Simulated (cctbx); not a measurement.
# From intensities to atoms

Cell a = 6.7790 Å, b = 4.1430 Å, c = 7.9090 Å, α = 90.00°, β = 90.00°, γ = 90.00°; space group Pnma (no. 62); content W4 Sn4 P4.

The data are simulated with cctbx, not measured: Mo Kα, λ = 0.71073 Å, to d = 0.8 Å, 95 % of the full sphere, strongest reflection 5000 counts, noise from counting, a 1.5 % proportional error and a noise floor of 15 counts (s.d.); no absorption, and some extinction, which the refinements don't model.

1 earlier start (other random phases, and plain and normalised amplitudes in turn) led nowhere (symmetry correlation 0.78).

Charge flipping in P1 on normalised amplitudes to 0.8 Å, δ = 1.2 σ, 10 % of the reflections treated as weak, 300 cycles:

```text
cycle      R  skewness
    0  0.592     0.20
   25  0.504     2.83
   50  0.455     2.78
   75  0.488     3.33
  100  0.469     3.09
  125  0.471     2.86
  150  0.483     2.77
  175  0.474     2.89
  200  0.472     2.79
  225  0.487     2.84
  250  0.474     2.76
  275  0.463     2.79
origin shift          correlation  skewness
 0.070  0.129  0.074      0.839      3.31
 0.092  0.198  0.459      0.800      2.37
 0.271  0.129  0.071      0.796      1.46
 0.391  0.133  0.073      0.795      1.99
taken: symmetry correlation 0.839, skewness 3.31
peak      x       y       z  mult  height/sigma
Q1    0.1545  0.7500  0.0634    4     11.5
Q2    0.0364  0.7500  0.6797    4      6.1
Q3    0.2399  0.2500  0.8273    4      3.3
Q4    0.1384  0.2500  0.9289    4      2.8
Q5    0.0847  0.7500  0.3270    4      2.8
Q6    0.0526  0.7500  0.4537    4      2.1
Q7    0.1578  0.9865  0.5913    8      1.9
Q8    0.1443  0.7500  0.2205    4      1.8
```

The origin is taken among those within 0.04 of the best correlation, by the skewness of the map.

Run time: 0.35 s on 1 thread of Arm Neoverse V2, with other jobs on the host, peak memory 0.07 GiB.

**Question.** Which peaks are atoms, and which elements?

Heights go roughly as Z and multiplicities must add up to the content. First model: Q1 = W1 (4 in the cell, height 11.5), Q2 = Sn1 (4 in the cell, height 6.1) and Q3 = P1 (4 in the cell, height 3.3). Against the true structure, Q1 is W, Q2 is Sn and Q3 is P; the other peaks are not atoms.

Least squares on F², isotropic:

```text
Rint 0.050, 259 unique reflections to 0.80 A
cycle     R1     wR2    GooF  max shift (A)
   1  0.1758  0.3265  10.972   0.37444
   3  0.0286  0.0520   1.749   0.00000
final R1 0.0286 wR2 0.0520 GooF 1.749  parameters 9  data/parameter 28.8
atom        x        y        z      Ueq    occ   su(xyz)  su(Uiso or U11)
W1     0.15661  0.75000  0.05831   0.0064  1.000  0.00014  0.0002
Sn1    0.03247  0.75000  0.67978   0.0106  1.000  0.00022  0.0003
P1     0.22677  0.25000  0.87489   0.0138  1.000  0.00087  0.0012
difference map: max 5.05 min -4.69 rms 0.81
Q1    0.1517  0.6247  0.0535    8    5.25  0.52 A from W1
Q2    0.2103  0.7500  0.5048    4    2.78  1.11 A from P1
Q3    0.1263  0.2500  0.6715    4    2.50  1.72 A from W1
Q4    0.0172  0.2500  0.3457    4    2.44  0.39 A from Sn1
Q5    0.0559  0.7500  0.1560    4    2.43  1.03 A from W1
```

Anisotropic refinement:

```text
Rint 0.050, 259 unique reflections to 0.80 A
cycle     R1     wR2    GooF  max shift (A)
   1  0.0286  0.0520   1.781   0.00351
   2  0.0181  0.0311   1.064   0.00000
final R1 0.0181 wR2 0.0311 GooF 1.064  parameters 18  data/parameter 14.4
atom        x        y        z      Ueq    occ   su(xyz)  su(Uiso or U11)
W1     0.15657  0.75000  0.05826   0.0064  1.000  0.00008  0.0002
Sn1    0.03247  0.75000  0.67976   0.0103  1.000  0.00014  0.0004
P1     0.22676  0.25000  0.87445   0.0143  1.000  0.00055  0.0017
difference map: max 2.34 min -4.36 rms 0.69
Q1    0.0757  0.7500  0.8432    4    2.42  1.33 A from Sn1
Q2    0.1815  0.7500  0.6748    4    2.28  1.01 A from Sn1
Q3    0.2636  0.2500  0.8364    4    2.21  0.39 A from P1
Q4    0.1051  0.2500  0.7897    4    2.13  1.06 A from P1
Q5    0.2607  0.1142  0.3774    8    2.08  1.51 A from P1
Q6    0.2065  0.7500  0.4981    4    2.07  1.08 A from P1
```

**Reading.** The refinement ends at R1 = 0.0181, wR2 = 0.0311, GooF = 1.06, with difference density between -4.36 and 2.34 e/Å³. Every site matches the true model in element, within 0.004 Å r.m.s., up to an allowed shift of origin.

True model:

```csv
atom,mult.,x,y,z,Ueq (Å²)
W1,4,0.6567,3/4,0.9417,0.0070
Sn1,4,0.4673,1/4,0.6799,0.0107
P1,4,0.7733,3/4,0.6247,0.0146
```

The model is made up (kin elements in a known structure type, no relaxation), so it says nothing on whether the phase exists.

[Middle refinement cycles are left out of these outputs.]

[Logs are printed without paths, hosts, clocks, repeated set-up lines and the standing remarks that a program may print on its own settings, such as how far it seeks lower states.]
